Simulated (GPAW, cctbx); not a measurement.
# Reading charge transfer from structure factors

MgCu2Bi, P6_3/mmc (no. 194), a = 4.4982 Å, b = 4.4982 Å, c = 8.6951 Å, α = 90.00°, β = 90.00°, γ = 120.00°.

| atom | mult. | x | y | z |
| --- | --- | --- | --- | --- |
| Bi1 | 2 | 1/3 | 2/3 | 1/4 |
| Cu1 | 4 | 1/3 | 2/3 | 0.9075 |
| Mg1 | 2 | 0 | 0 | 0 |

The start was made by putting kin elements into a known structure type; the compound need not exist, or be stable, in this form.

Absolute values of the static structure factors of the conventional cell from DFT (PBE, GPAW) against free spherical atoms, in electrons:

```csv
hkl,d (Å),free atoms,crystal
002,4.348,91.88,91.82
100,3.896,108.39,108.55
101,3.555,81.36,81.44
102,2.901,71.35,71.33
103,2.325,197.34,196.75
110,2.249,243.81,242.80
004,2.174,91.16,91.72
112,1.998,82.06,82.33
200,1.948,92.31,92.03
201,1.901,72.85,73.12
```

**Question.** Which way does charge move, and which reflections show it best?

Project each element's phase sum on the total phase. At low angle |F| should rise if density moves to atoms that scatter in phase and fall if it moves to atoms that scatter against it.

| hkl | Bi in phase | Cu in phase | Mg in phase | change (e) | (%) |
| --- | --- | --- | --- | --- | --- |
| 002 | +2.0 | -1.6 | -2.0 | -0.06 | -0.1 |
| 100 | +1.0 | +2.0 | -2.0 | +0.15 | +0.1 |
| 101 | +1.7 | -1.9 | 0.0 | +0.09 | +0.1 |
| 102 | +1.0 | -0.8 | +2.0 | -0.02 | 0.0 |
| 103 | +1.7 | +3.4 | 0.0 | -0.59 | -0.3 |
| 110 | +2.0 | +4.0 | +2.0 | -1.00 | -0.4 |
| 004 | +2.0 | -2.7 | +2.0 | +0.56 | +0.6 |
| 112 | +2.0 | -1.6 | -2.0 | +0.27 | +0.3 |

Low-angle reflections that set elements apart and change by more than 0.05 e: 002, 100, 101, 103, 004 and 112. The real-space density gives Voronoi charges Bi +0.03, Cu -0.08, Mg +0.12 e. The signs that these charges predict hold for 100 and 112 and fail for 002, 101, 103 and 004, so the simple rule can't give the direction here. The reflections see the density near the nuclei and the atoms' change of size and shape; Voronoi cells count what crosses the midplanes.

[Outputs are excerpts: Python notices, other lines and further rows are left out; steps that failed or that the build refused (PBEsol, TPSS) are not shown.]

[Logs are printed without paths, hosts, clocks, repeated set-up lines and the standing remarks that a program may print on its own settings, such as how far it seeks lower states.]
